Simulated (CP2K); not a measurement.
The N K edge of 2-silylimidazole was computed by TDDFT (CP2K XAS_TDP, aug-pc-1, TDA) at these levels: PBE0, PBEh(45%) and PBEh(45%) + GW2X. The first three lines of N3 (bonded to 2 C) with a strength over 0.0015, energy in eV and strength:

| run | first | second | third |
| --- | --- | --- | --- |
| 1 | 394.96 (0.052) | 398.07 (0.003) | 398.81 (0.003) |
| 2 | 399.42 (0.051) | 402.54 (0.003) | 403.27 (0.003) |
| 3 | 388.35 (0.037) | 390.13 (0.006) | 390.68 (0.002) |

Question: Which run is which?

Run 1: PBEh(45%) (45 % exact exchange). Run 2: PBEh(45%) + GW2X (45 % exact exchange). Run 3: PBE0 (25 % exact exchange). Self-interaction lifts the core level, so the uncorrected lines rise with the share of exact exchange. The GW2X run keeps the spacings of its parent: 3.12 eV between the first two lines in run 2, 3.11 eV in run 1. Its shift is +4.46 eV, since the Kohn–Sham level at this share of exchange lies that far above the quasiparticle level.

[Hosts, paths, dates, database ids (printed as entryN), source tags and the programs' standing remarks are cut or masked in the printed files.]
